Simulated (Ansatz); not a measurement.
**Stretching the linear Sn chain**

Aim: how do moment and conductance of the linear Sn chain follow its length?

Main program and level: Ansatz 0.2.0; DFT PBE, plane waves, PAW; relaxation of a chain's period, in the first sound run; inputs show where later runs differ.

**1. The starting structure**

The cell holds 1 atom: 1 Sn. Its edges and angles: a = 7.500 Å, b = 7.500 Å, c = 2.585 Å, α = 90.0°, β = 90.0°, γ = 90.0°. Vacuum lies along a and b. The structure's axis is c.

**2. Relaxation of atoms and period**

Band widths follow the bond lengths, so the chain is relaxed first. The atoms and the third cell vector are free; the box across stays fixed as vacuum. Moments are seeded so that a magnetic state can form if it lies lower. A Fermi-Dirac smearing is set since the result may be a metal. The pressure printed is a third of the stress's trace over the whole box, vacuum included; only the stress along the axis is relaxed.

Input file input.yaml:

```yaml
crystal:
  lattice:
    - [7.5, 0.0, 0.0]
    - [0.0, 7.5, 0.0]
    - [0.0, 0.0, 2.5854]
  atoms:
    - { symbol: Sn, position: [0.5, 0.5, 0.0], spin: 0.5 }
magnetization:
  spin_polarized: true
kpoints:
  mp_grid: { grid: [1, 1, 31] }
scf:
  occupations: { method: fermi_dirac, width: 0.05 }
hamiltonian:
  xc: pbe
relax:
  cell: { fix: [a, b, alpha, beta, gamma] }
  max_steps: 60
```

The run is started by

```bash
> ansatz run input.yaml --threads 4 --pin off --max-ram 8192MiB --backend cpu --events-out ev --progress --plain --runs-dir out
```

Numbers of over 12 decimals in the logs are rounded to 6 here.

The program printed:

```text
Engine: ansatz 0.2.0, aarch64-unknown-linux-gnu
Pseudopotentials: kind: paw
Pseudopotential: Sn, paw, valence charge 14, recommended cutoff 420 eV (normal), Sn.paw.azcp
Functional definition: PBE
  parameter kappa = 0.804
  parameter beta = 0.066725
  exchange = pbe_x(kappa = kappa, mu = beta*pi^2/3)
  correlation = pbe_c(beta = beta)
Crystal: 1 atoms, lattice volume = 145.429 Å³
Basis set: ecut = 420 eV, 2857 PW (Γ), exchange–correlation on 108×108×36 points (8 copies of the dense FFT grid, shifted against one another)
Bands: 12, of which v1, the nominal top of the filled ones, is band 7 counted from 1 (6 counted from 0)
Symmetry: 16 space group operations
Space group: P4/mmm (ITA 123), of the structure as read, at distance tolerance 5.3e-5 Å
Magnetic group: BNS 123.339 (UNI 999), of the structure as read, at distance tolerance 5.3e-5 Å
k-points: 16 of 31
Non-local potential: Sn, projectors of the file, l = 0: 2, l = 1: 2, l = 2: 2, l = 3: 2
PAW form: soft (Blöchl's): semilocal exchange-correlation on the pseudo side does not see the compensation charge
PAW one-centre angular grid: Sn, 590 points (default); XC on 64 Gauss nodes
Initial density: superposition of atomic densities (neutral atoms: chi_scale 0, normalization atom)
Starting moments: Σ|m| = 0.5 μB on 1 of 1 site
Initial wavefunctions: pseudopotential atomic-orbital guess
Functional: x = pbe(κ = 0.804, μ = 0.219515), c = pbe(β = 0.066725)
iter 1 solved again at ethr=1.22e-3 eV; its pass at ethr=3.10e-3 eV (dr2=1.71e-1 eV) is discarded
SCF iter   1: F=—  HF=-6022.777891 eV  |F-HF|=—  |Δ(HF+E_count)|=         —  Δρ=1.18e-2 (↑1.18e-2 ↓1.14e-2)  dr2=1.73e-1  dr2_m=1.57e-1  M=0.055 μB ∫|m|=0.055 μB  β_m=0.30  ethr=1.22e-3  ⟨swp⟩=1.0  Hψ=3439  notcnv=0
preconditioner: auto → none  [insulator: Δε(μ)=0.212 eV  Ē_g=8.920 eV  σ=0.050 eV  W_gap=0.52  n_scr=12 (ndim 8)  ℏωp=6.2 eV  f_vac=0.606  D(μ)=0.83/eV (n_scr^D=4)  ε∞_Penn≈1.5]
SCF iter   2: F=—  HF=-6022.749550 eV  |F-HF|=—  |Δ(HF+E_count)|=   2.83e-2  Δρ=8.21e-3 (↑8.21e-3 ↓7.99e-3)  dr2=6.13e-2  dr2_m=7.86e-2  M=0.046 μB ∫|m|=0.046 μB  β_m=0.30  ethr=1.22e-3  ⟨swp⟩=2.0  Hψ=494  notcnv=0
SCF iter   3: F=—  HF=-6022.735924 eV  |F-HF|=—  |Δ(HF+E_count)|=   1.36e-2  Δρ=5.55e-3 (↑5.35e-3 ↓5.55e-3)  dr2=1.01e-3  dr2_m=3.93e-2  M=0.038 μB ∫|m|=0.038 μB  β_m=0.30  ethr=4.38e-4  ⟨swp⟩=2.7  Hψ=659  notcnv=0
SCF iter   4: F=—  HF=-6022.739874 eV  |F-HF|=—  |Δ(HF+E_count)|=   3.95e-3  Δρ=3.93e-3 (↑3.76e-3 ↓3.93e-3)  dr2=1.52e-4  dr2_m=1.96e-2  M=0.032 μB ∫|m|=0.032 μB  β_m=0.30  ethr=7.23e-6  ⟨swp⟩=2.6  Hψ=673  notcnv=0
SCF iter   5: F=—  HF=-6022.741906 eV  |F-HF|=—  |Δ(HF+E_count)|=   2.03e-3  Δρ=2.76e-3 (↑2.68e-3 ↓2.76e-3)  dr2=1.02e-5  dr2_m=9.85e-3  M=0.026 μB ∫|m|=0.026 μB  β_m=0.30  ethr=1.09e-6  ⟨swp⟩=2.4  Hψ=603  notcnv=0
SCF iter   6: F=—  HF=-6022.742928 eV  |F-HF|=—  |Δ(HF+E_count)|=   1.02e-3  Δρ=1.92e-3 (↑1.92e-3 ↓1.92e-3)  dr2=3.32e-7  dr2_m=4.93e-3  M=0.022 μB ∫|m|=0.022 μB  β_m=0.30  ethr=7.31e-8  ⟨swp⟩=2.0  Hψ=543  notcnv=0
SCF iter   7: F=—  HF=-6022.743462 eV  |F-HF|=—  |Δ(HF+E_count)|=   5.35e-4  Δρ=1.36e-3 (↑1.36e-3 ↓1.36e-3)  dr2=6.52e-8  dr2_m=2.48e-3  M=0.018 μB ∫|m|=0.018 μB  β_m=0.30  ethr=2.37e-9  ⟨swp⟩=2.6  Hψ=660  notcnv=0
Mixer restart at iter 7: flushing history
spin-set hold released at iteration 7 (site moments contracting): the magnetisation degrees of freedom join the quasi-Newton model from the next iteration; the mixer history was flushed
SCF iter   8: F=—  HF=-6022.743747 eV  |F-HF|=—  |Δ(HF+E_count)|=   2.85e-4  Δρ=9.68e-4 (↑9.68e-4 ↓9.68e-4)  dr2=2.90e-8  dr2_m=1.25e-3  M=0.015 μB ∫|m|=0.015 μB  β_m=0.65  ethr=4.66e-10  ⟨swp⟩=2.9  Hψ=676  notcnv=0
SCF iter   9: F=—  HF=-6022.744094 eV  |F-HF|=—  |Δ(HF+E_count)|=   3.47e-4  Δρ=4.27e-5 (↑4.27e-5 ↓4.27e-5)  dr2=1.52e-9  dr2_m=2.43e-6  M=0.005 μB ∫|m|=0.005 μB  β_m=0.82  ethr=2.07e-10  ⟨swp⟩=3.5  Hψ=888  notcnv=0
SCF iter  10: F=—  HF=-6022.744107 eV  |F-HF|=—  |Δ(HF+E_count)|=   1.35e-5  Δρ=2.27e-5 (↑2.27e-5 ↓2.26e-5)  dr2=4.59e-10  dr2_m=6.86e-7  M=0.003 μB ∫|m|=0.003 μB  β_m=0.91  ethr=1.09e-11  ⟨swp⟩=5.2  Hψ=1238  notcnv=0
SCF iter  11: F=—  HF=-6022.744112 eV  |F-HF|=—  |Δ(HF+E_count)|=   4.37e-6  Δρ=1.67e-6 (↑1.56e-6 ↓1.67e-6)  dr2=3.86e-9  dr2_m=2.65e-9  M=0.000 μB ∫|m|=0.000 μB  β_m=0.94  ethr=3.28e-12  ⟨swp⟩=5.2  Hψ=1239  notcnv=0
SCF iter  12: F=—  HF=-6022.744112 eV  |F-HF|=—  |Δ(HF+E_count)|=   1.81e-8  Δρ=7.39e-7 (↑7.31e-7 ↓7.39e-7)  dr2=3.13e-9  dr2_m=6.01e-11  M=0.000 μB ∫|m|=0.000 μB  β_m=0.76  ethr=3.28e-12  ⟨swp⟩=4.0  Hψ=1014  notcnv=0
SCF iter  13: F=-6022.744112 eV  HF=-6022.744112 eV  |F-HF|=3.46e-11  |Δ(HF+E_count)|=   1.59e-9  Δρ=9.84e-8 (↑9.70e-8 ↓9.84e-8)  dr2=3.83e-13  dr2_m=1.26e-11  M=0.000 μB ∫|m|=0.000 μB  ethr=3.28e-12  ⟨swp⟩=3.0  Hψ=966  notcnv=0
WARN: the starting moments were not kept: the SCF closed with an absolute magnetisation of 4.9e-6 μB, where they sum to 0.5 μB in size (1 site). That is at most 0.1 of that sum. Measured as dr2_m measures the in/out step, that magnetisation stands 1.8e-12 eV from none, at or under the dr2_threshold of 1.0e-7 eV: it is no larger than a step whose dr2_m would equal this threshold. The system may hold no moment; this SC [...]
SCF 1 converged in 13 iterations: F = -6022.744112 eV  dr2 = 3.83e-13
  greatest PAW one-centre occupation: 0.991 electrons in one spin orbital (limit 2), on the Sn atom at site 0 (counted from 0), in its partial waves of l = 2
relax step   1: F+E_penalty+E_count = -6022.74411169 eV  Δ(F+E_penalty+E_count) = +0.000e0 eV  max|allowed force component| = 0.000e0 eV/Å  Δτ_max = 0.0000 Å  P = +1.419 GPa  Ω = 145.429 Å³  fix = [a, b, alpha, beta, gamma]  reactions: a +0.250, b +0.250 GPa  (13 SCF iters, dr2 threshold 1.00e-7 eV, accepted)
Crystal: 1 atoms, lattice volume = 152.518 Å³
Basis set: ecut = 420 eV, 3033 PW (Γ), exchange–correlation on 108×108×36 points (8 copies of the dense FFT grid, shifted against one another)
Initial density: handed on by an earlier stage of this run
Starting moments: Σ|m| = 0.5 μB on 1 of 1 site; this step starts from the density that it was given
Initial wavefunctions: those handed on with the density
iter 1 solved again at ethr=4.38e-5 eV; its pass at ethr=3.10e-3 eV (dr2=6.13e-3 eV) is discarded
SCF iter   1: F=—  HF=-6022.827629 eV  |F-HF|=—  |Δ(HF+E_count)|=         —  Δρ=8.92e-4 (↑8.09e-4 ↓8.92e-4)  dr2=6.41e-3  dr2_m=2.40e-4  M=-0.007 μB ∫|m|=0.007 μB  β_m=0.30  ethr=4.38e-5  ⟨swp⟩=1.5  Hψ=3298  notcnv=0
[...]
SCF iter   7: F=-6022.830549 eV  HF=-6022.830549 eV  |F-HF|=9.54e-10  |Δ(HF+E_count)|=   5.31e-9  Δρ=4.98e-7 (↑4.81e-7 ↓4.98e-7)  dr2=9.46e-12  dr2_m=3.35e-10  M=-0.000 μB ∫|m|=0.000 μB  β_m=0.98  ethr=6.86e-12  ⟨swp⟩=1.6  Hψ=1078  notcnv=0
iter 8 did not close the SCF: its close was put off for a magnetic moment that had not settled (scf_convergence_deferred on its scf_iter line)
SCF iter   8: F=-6022.830549 eV  HF=-6022.830549 eV  |F-HF|=1.85e-10  |Δ(HF+E_count)|=   2.80e-9  Δρ=2.16e-7 (↑2.09e-7 ↓2.16e-7)  dr2=9.17e-12  dr2_m=6.14e-11  M=-0.000 μB ∫|m|=0.000 μB  β_m=0.99  ethr=1.00e-12  ⟨swp⟩=1.0  Hψ=1128  notcnv=0
SCF iter   9: F=-6022.830549 eV  HF=-6022.830549 eV  |F-HF|=2.73e-12  |Δ(HF+E_count)|=  6.14e-10  Δρ=1.34e-8 (↑1.34e-8 ↓1.30e-8)  dr2=4.83e-13  dr2_m=8.43e-14  M=-0.000 μB ∫|m|=0.000 μB  ethr=1.00e-12  ⟨swp⟩=1.0  Hψ=1123  notcnv=0
the starting moments were not kept: the SCF closed with an absolute magnetisation of 1.9e-6 μB, where they sum to 0.5 μB in size (1 site). That is at most 0.1 of that sum. Measured as dr2_m measures the in/out step, that magnetisation stands 2.7e-13 eV from none, at or under the dr2_threshold of 1.0e-7 eV: it is no larger than a step whose dr2_m would equal this threshold.
SCF 3 converged in 9 iterations: F = -6022.830549 eV  dr2 = 4.83e-13
relax step   3: F+E_penalty+E_count = -6022.83054933 eV  Δ(F+E_penalty+E_count) = -4.706e-3 eV  max|allowed force component| = 0.000e0 eV/Å  Δτ_max = 0.0000 Å  P = +0.333 GPa  Ω = 153.895 Å³  energy of the carried Pulay correction = -5.425e-4 eV  fix = [a, b, alpha, beta, gamma]  reactions: a +0.247, b +0.247 GPa  (9 SCF iters, dr2 threshold 1.00e-7 eV, accepted)
[...]
relax step   4: F+E_penalty+E_count = -6022.82170628 eV  Δ(F+E_penalty+E_count) = +8.843e-3 eV  max|allowed force component| = 0.000e0 eV/Å  Δτ_max = 0.0000 Å  P = -0.216 GPa  Ω = 160.585 Å³  energy of the carried Pulay correction = -9.614e-4 eV  fix = [a, b, alpha, beta, gamma]  (8 SCF iters, dr2 threshold 1.00e-7 eV, rejected (line search))
[...]
relax step   5: F+E_penalty+E_count = -6022.83530192 eV  Δ(F+E_penalty+E_count) = -4.753e-3 eV  max|allowed force component| = 0.000e0 eV/Å  Δτ_max = 0.0000 Å  P = +0.228 GPa  Ω = 155.962 Å³  energy of the carried Pulay correction = -6.728e-4 eV  fix = [a, b, alpha, beta, gamma]  reactions: a +0.243, b +0.243 GPa  (9 SCF iters, accepted)
[...]
relax step   6: F+E_penalty+E_count = -6022.83574090 eV  Δ(F+E_penalty+E_count) = -4.390e-4 eV  max|allowed force component| = 0.000e0 eV/Å  Δτ_max = 0.0000 Å  P = +0.156 GPa  Ω = 156.794 Å³  energy of the carried Pulay correction = -7.251e-4 eV  fix = [a, b, alpha, beta, gamma]  reactions: a +0.242, b +0.242 GPa  (7 SCF iters, dr2 threshold 9.83e-8 eV, accepted)
Basis set: ecut = 420 eV, 3129 PW (Γ), exchange–correlation on 108×108×40 points (8 copies of the dense FFT grid, shifted against one another)
Initial wavefunctions: pseudopotential atomic-orbital guess (no wavefunctions were taken with the density)
iter 1 solved again at ethr=7.34e-7 eV; its pass at ethr=3.10e-3 eV (dr2=1.03e-4 eV) is discarded
SCF iter   1: F=—  HF=-6022.836257 eV  |F-HF|=—  |Δ(HF+E_count)|=         —  Δρ=2.37e-5 (↑2.37e-5 ↓2.37e-5)  dr2=7.69e-7  dr2_m=8.26e-12  M=-0.000 μB ∫|m|=0.000 μB  β_m=0.30  ethr=7.34e-7  ⟨swp⟩=2.8  Hψ=3652  notcnv=0
preconditioner: auto → none  [insulator: Δε(μ)=0.199 eV  Ē_g=8.155 eV  σ=0.050 eV  W_gap=0.67  n_scr=12 (ndim 8)  ℏωp=5.9 eV  f_vac=0.627  D(μ)=1.28/eV (n_scr^D=8)  ε∞_Penn≈1.5]
SCF iter   2: F=—  HF=-6022.836257 eV  |F-HF|=—  |Δ(HF+E_count)|=   3.26e-7  Δρ=1.61e-5 (↑1.61e-5 ↓1.61e-5)  dr2=3.14e-7  dr2_m=5.72e-12  M=-0.000 μB ∫|m|=0.000 μB  β_m=0.54  ethr=5.49e-9  ⟨swp⟩=2.3  Hψ=604  notcnv=0
SCF iter   3: F=—  HF=-6022.836258 eV  |F-HF|=—  |Δ(HF+E_count)|=   8.13e-7  Δρ=2.59e-6 (↑2.58e-6 ↓2.59e-6)  dr2=8.39e-9  dr2_m=1.74e-12  M=-0.000 μB ∫|m|=0.000 μB  β_m=0.65  ethr=2.24e-9  ⟨swp⟩=2.4  Hψ=612  notcnv=0
SCF iter   4: F=—  HF=-6022.836258 eV  |F-HF|=—  |Δ(HF+E_count)|=   3.02e-8  Δρ=2.12e-7 (↑2.12e-7 ↓2.10e-7)  dr2=1.17e-10  dr2_m=5.60e-13  M=-0.000 μB ∫|m|=0.000 μB  β_m=0.65  ethr=5.99e-11  ⟨swp⟩=2.0  Hψ=482  notcnv=0
SCF iter   5: F=-6022.836258 eV  HF=-6022.836258 eV  |F-HF|=9.09e-12  |Δ(HF+E_count)|=   1.25e-8  Δρ=5.33e-8 (↑5.33e-8 ↓4.98e-8)  dr2=7.17e-12  dr2_m=2.62e-13  M=-0.000 μB ∫|m|=0.000 μB  ethr=1.00e-12  ⟨swp⟩=6.3  Hψ=1522  notcnv=0
the starting moments were not kept: the SCF closed with an absolute magnetisation of 2.3e-6 μB, where they sum to 0.5 μB in size (1 site). That is at most 0.1 of that sum. Measured as dr2_m measures the in/out step, that magnetisation stands 3.4e-13 eV from none, at or under the dr2_threshold of 1.0e-11 eV: it is no larger than a step whose dr2_m would equal this threshold.
SCF 7 converged in 5 iterations: F = -6022.836258 eV  dr2 = 7.17e-12
relax step   7: F+E_penalty+E_count = -6022.83625792 eV  Δ(F+E_penalty+E_count) = -5.170e-4 eV  max|allowed force component| = 0.000e0 eV/Å  Δτ_max = 0.0000 Å  P = +0.152 GPa  Ω = 156.794 Å³  fix = [a, b, alpha, beta, gamma]  reactions: a +0.240, b +0.240 GPa  stress off target by 2.45e-2 GPa on what of the cell is left free  SCF on the basis re-selected at this cell (its energy is not comparable with the rows above)  (5 SCF iters)
basis re-selected at this cell: Δ(F+E_penalty+E_count) = -5.170e-4 eV, ΔP = -0.004 GPa vs the last step (what re-selecting the basis moved, of the pressure what is left beyond the Pulay correction that the steps carried, after the strain that the cell walked since its last selection, with what the two solves' SCF thresholds leave and, on support functions, any second-order correction that the steps lacked; it is no measure of the basis error at this ecutwfc). The dense FFT grid was sized anew with the basis: this SCF ran on 54×54×20 points, the steps before it on 54×54×18, so part of this shift can come from that change (see relax.cell in the input reference). [rest of the remark cut]
SCF converged after 5 iterations
Magnetization: -0.0000 μB (7.0000 up, 7.0000 down)
Absolute magnetization: 0.0000 μB (∫|ρ↑−ρ↓|, with the PAW one-centre terms)
Spin contamination: 0.0000 ħ² per cell (⟨S²⟩ above its minimum at these occupations)
Per-site moments (μB) at R_I (Å): [(-5.889502728154174e-7, 1.149821)]
Free energy (F): -6022.836258 eV
Harris-Foulkes:  -6022.836258 eV  (|F-HF|=9.09e-12)
Internal energy: -6022.825862 eV  (E = F + TS)
E sigma→0 (E₀):  -6022.831060 eV
Entropy (-TS):   -0.010396 eV (-10.396 meV/atom)
Fermi energy:    -1.733841 eV
--- Per-component energies (eV) ---
  E_band       = -251.262216
  E_kinetic    = 185.120001
  E_local      = -2477.335024  (includes V_loc(G=0)·N_el)
  E_nonlocal   = -32.695258
  E_hartree    = 1260.196326
  E_xc         = -381.322214
  E_vxc        = -94.078564  (∫ρ·V_xc dr)
  E_paw        = -4134.637834  (= ΣΔE_a)
  E_vpaw       = -352.666033  (= ΣTr[D̂ρ^β])
  E_aug_tail   = -0.000000  (compensation charges beyond the density's cutoff)
  E_ewald      = -442.151859
  E_smearing   = -0.010396  (= −TS)
  E_closure    = 0.000000  (closes the sum)
  Σ components = -6022.836258   (vs F -6022.836258, Δ=0.00e0)
--- Forces (eV/Å), atoms counted from 1 ---
  atom   1  Sn    -0.00000000    -0.00000000    -0.00000000
  max |Σ_I F_I| component: 4.42e-29 eV/Å
--- Stress (GPa, compression-positive) ---
        0.240371      -0.000000      -0.000000
       -0.000000       0.240371      -0.000000
       -0.000000      -0.000000      -0.024524
  P = ⅓ Tr σ = 0.1521 GPa (1.521 kbar)
--- Relaxed structure (6 steps of the walk, 5 accepted, 1 SCFs on fresh bases) ---
  F+E_penalty+E_count = -6022.83625792 eV   max|allowed force component| = 0.000e0 eV/Å   (the final SCF, on the basis selected at the relaxed cell)
  cell:  # Å, volume = 156.7938 Å³
    - [7.5, 0.0, 0.0]
    - [0.0, 7.5, 0.0]
    - [0.0, 0.0, 2.787445]
  atoms:
    - { symbol: Sn, position: [0.5, 0.5, 0.0] }
```

Run time: 9.6 s. Hardware: 4 threads of Arm Neoverse V1, shared host; peak memory 0.41 GiB; 34 s of CPU time.

Relaxation path:

| step | energy less that of the first step (eV) | largest force component (eV/Å) | pressure (GPa) | volume (Å³) |
| --- | --- | --- | --- | --- |
| 1 | 0.0000 | 0.0000 | 1.42 | 145.43 |
| 2 | -0.0817 | 0.0000 | 0.37 | 152.52 |
| 3 | -0.0864 | 0.0000 | 0.33 | 153.89 |
| 4 | -0.0776 | 0.0000 | -0.22 | 160.58 |
| 5 | -0.0912 | 0.0000 | 0.23 | 155.96 |
| 6 | -0.0916 | 0.0000 | 0.16 | 156.79 |
| 7* | -0.0921 | 0.0000 | 0.15 | 156.79 |

Relaxation steps marked * repeat the geometry before them on a plane-wave basis chosen anew for their cell, so energy and pressure can jump there. Relaxation step 4 was tried and not accepted.

| cell as run | before | after | change |
| --- | --- | --- | --- |
| c (Å) | 2.585 | 2.787 | +7.8 % |

Final coordinates:

```cif
data_structure
_symmetry_space_group_name_H-M 'P 1'
_symmetry_Int_Tables_number 1
_cell_length_a 7.5000
_cell_length_b 7.5000
_cell_length_c 2.7874
_cell_angle_alpha 90.000
_cell_angle_beta 90.000
_cell_angle_gamma 90.000
_cell_volume 156.79
loop_
_atom_site_label
_atom_site_type_symbol
_atom_site_fract_x
_atom_site_fract_y
_atom_site_fract_z
_atom_site_occupancy
Sn1 Sn 0.50000 0.50000 0.00000 1
```

This step gave:

```
energy at zero smearing    : -6022.8311 eV
cell length along the wire : 2.787 Å
```

The cell's length comes to 2.787 Å with no moment.

**3. The chain at a fixed length, period over the relaxed period 0.88, k-mesh 1×1×33**

This step: DFT PBE, plane waves, PAW; channels and complex bands of a perfect chain (Ansatz 0.2.0).

The period is set to 0.88 times the relaxed one: shorter bonds widen the bands.

The cell differs from the one that the last finished run ended in (c 2.787 → 2.453 Å).

input.yaml, the sections that differ from step 2:

```yaml
crystal:
  lattice:
    - [7.5, 0.0, 0.0]
    - [0.0, 7.5, 0.0]
    - [0.0, 0.0, 2.4529512042]
  atoms:
    - { symbol: Sn, position: [0.5, 0.5, 0.0], spin: 0.5 }
kpoints:
  mp_grid: { grid: [1, 1, 33] }
output:
  transmission:
    e_range: [-2, 2]
    de: 0.035
    kmesh: [1, 1]
    reduced_basis: true
    leads: [[0, 0]]
  stress: true
# magnetization, scf, hamiltonian: as in step 2
# relax: removed
```

The program printed:

```text
[...]
Crystal: 1 atoms, lattice volume = 137.979 Å³
Basis set: ecut = 420 eV, 2665 PW (Γ)
Bands: 12, of which v1, the nominal top of the filled ones, is band 7 counted from 1 (6 counted from 0)
Symmetry: 16 space group operations
[...]
k-points: 17 of 33
[...]
Starting moments: Σ|m| = 0.5 μB on 1 of 1 site
[...]
SCF iter  14: F=-6022.472443 eV  HF=-6022.472443 eV  |F-HF|=6.37e-12  |Δ(HF+E_count)|=  8.27e-10  Δρ=8.24e-8 (↑8.24e-8 ↓5.06e-8)  dr2=1.42e-11  dr2_m=4.60e-12  M=0.000 μB ∫|m|=0.000 μB  ethr=1.00e-12  ⟨swp⟩=4.0  Hψ=1330  notcnv=0
SCF 1 converged in 14 iterations: F = -6022.472443 eV  dr2 = 1.42e-11
[...]
transmission: 8 of 48 steps passed
transmission: 12 of 48 steps passed
[...]
transmission: 48 of 48 steps passed
SCF converged after 14 iterations
Magnetization: 0.0000 μB (7.0000 up, 7.0000 down)
Absolute magnetization: 0.0000 μB (∫|ρ↑−ρ↓|, with the PAW one-centre terms)
[...]
Per-site moments (μB) at R_I (Å): [(1.26835410640614e-6, 1.011842)]
Free energy (F): -6022.472443 eV
[...]
Internal energy: -6022.461781 eV  (E = F + TS)
E sigma→0 (E₀):  -6022.467112 eV
Entropy (-TS):   -0.010662 eV (-10.662 meV/atom)
Fermi energy:    -1.509500 eV
[...]
--- Stress (GPa, compression-positive) ---
        0.256812       0.000000       0.000000
        0.000000       0.256812       0.000000
        0.000000       0.000000       7.536761
  P = ⅓ Tr σ = 2.6835 GPa (26.835 kbar)
--- Band table (eV; the first three rows and the last of 34) ---
  k-point 0 ↑: bands = [... 3 lower, -22.6355, -22.6355, -10.7283, -2.8935, -2.8935, 1.5145, 2.8427, 4.1401, ... 1 higher]
  k-point 1 ↑: bands = [... 3 lower, -22.6430, -22.6430, -10.7067, -2.8649, -2.8649, 1.5365, 2.8651, 4.1618, ... 1 higher]
  k-point 2 ↑: bands = [... 3 lower, -22.6650, -22.6650, -10.6418, -2.7795, -2.7795, 1.6025, 2.9322, 4.2269, ... 1 higher]
  k-point 16 ↓: bands = [... 3 lower, -22.8291, -22.3001, -4.7824, -3.0573, 2.7141, 2.7141, 5.8297, 5.8297, ... 1 higher]
--- Transmission ---
  basis      : 497 plane waves across, 4 finite elements along
  points     : 1, standing for a mesh of 1 x 1
  filling    : by the input's occupations and mesh, since the crystals that have channels conduct as metals do. If one of these is a semiconductor, that mesh has misplaced its level
  energies   : 115 from -2.000000 to 1.990000 eV about the Fermi level, 0.035000 eV apart; the leads are filled to 0.000000 eV, and channels, transmission and decay are at -0.005000 eV
  crystal 0  : Sn1, at the sites [0, 0], period 2.4530 Å: whole cells are its period
    offset         : up to 0.0000 Å between an atom of the period and one for which it stands
    filled         : 15.5 meV over the level at which it is neutral
    channels       : 3.000000e0 up, 3.000000e0 down
    conductance    : 4.1323e14 S/m² at 300 K; may be off by some 0.0 % by where its bands' edges are placed, 0.0 % from the distance to neutral
```

The job ended after 27 s (4 threads; peak memory 0.5 GiB; 94 s of CPU time).

Numbers from this step:

```yaml
energy_at_zero_smearing: -6022.4671 eV
channels_at_the_energy_nearest_the_fermi_level_spin_up: 3
channels_at_the_energy_nearest_the_fermi_level_spin_down: 3
conductance_of_the_lead_as_this_run_defines_it: 3.000 G₀
band_gap: 0 eV
```

Table of open channels of the lead by energy, zero at the Fermi level:

| energy (eV) | spin up | spin down |
| --- | --- | --- |
| -1.790 | 0 | 0 |
| -1.615 | 1 | 1 |
| -1.405 | 1 | 1 |
| -1.195 | 3 | 3 |
| -0.985 | 3 | 3 |
| -0.810 | 3 | 3 |
| -0.600 | 3 | 3 |
| -0.390 | 3 | 3 |
| -0.215 | 3 | 3 |
| -0.005 | 3 | 3 |
| 0.205 | 3 | 3 |
| 0.415 | 3 | 3 |
| 0.590 | 3 | 3 |
| 0.800 | 3 | 3 |
| 1.010 | 3 | 3 |
| 1.185 | 3 | 3 |
| 1.395 | 3 | 3 |
| 1.605 | 3 | 3 |
| 1.815 | 3 | 3 |

At the computed energy nearest the Fermi level there are 3 spin-up and 3 spin-down channels, and the thermal average gives 3.00 G₀.

[end of part 1 of 2]

[Logs are printed without paths, hosts, clocks, repeated set-up lines and the standing remarks that a program may print on its own settings, such as how far it seeks lower states.]

[Hosts, paths, dates, database ids (printed as entryN), source tags and the programs' standing remarks are cut or masked in the printed files.]
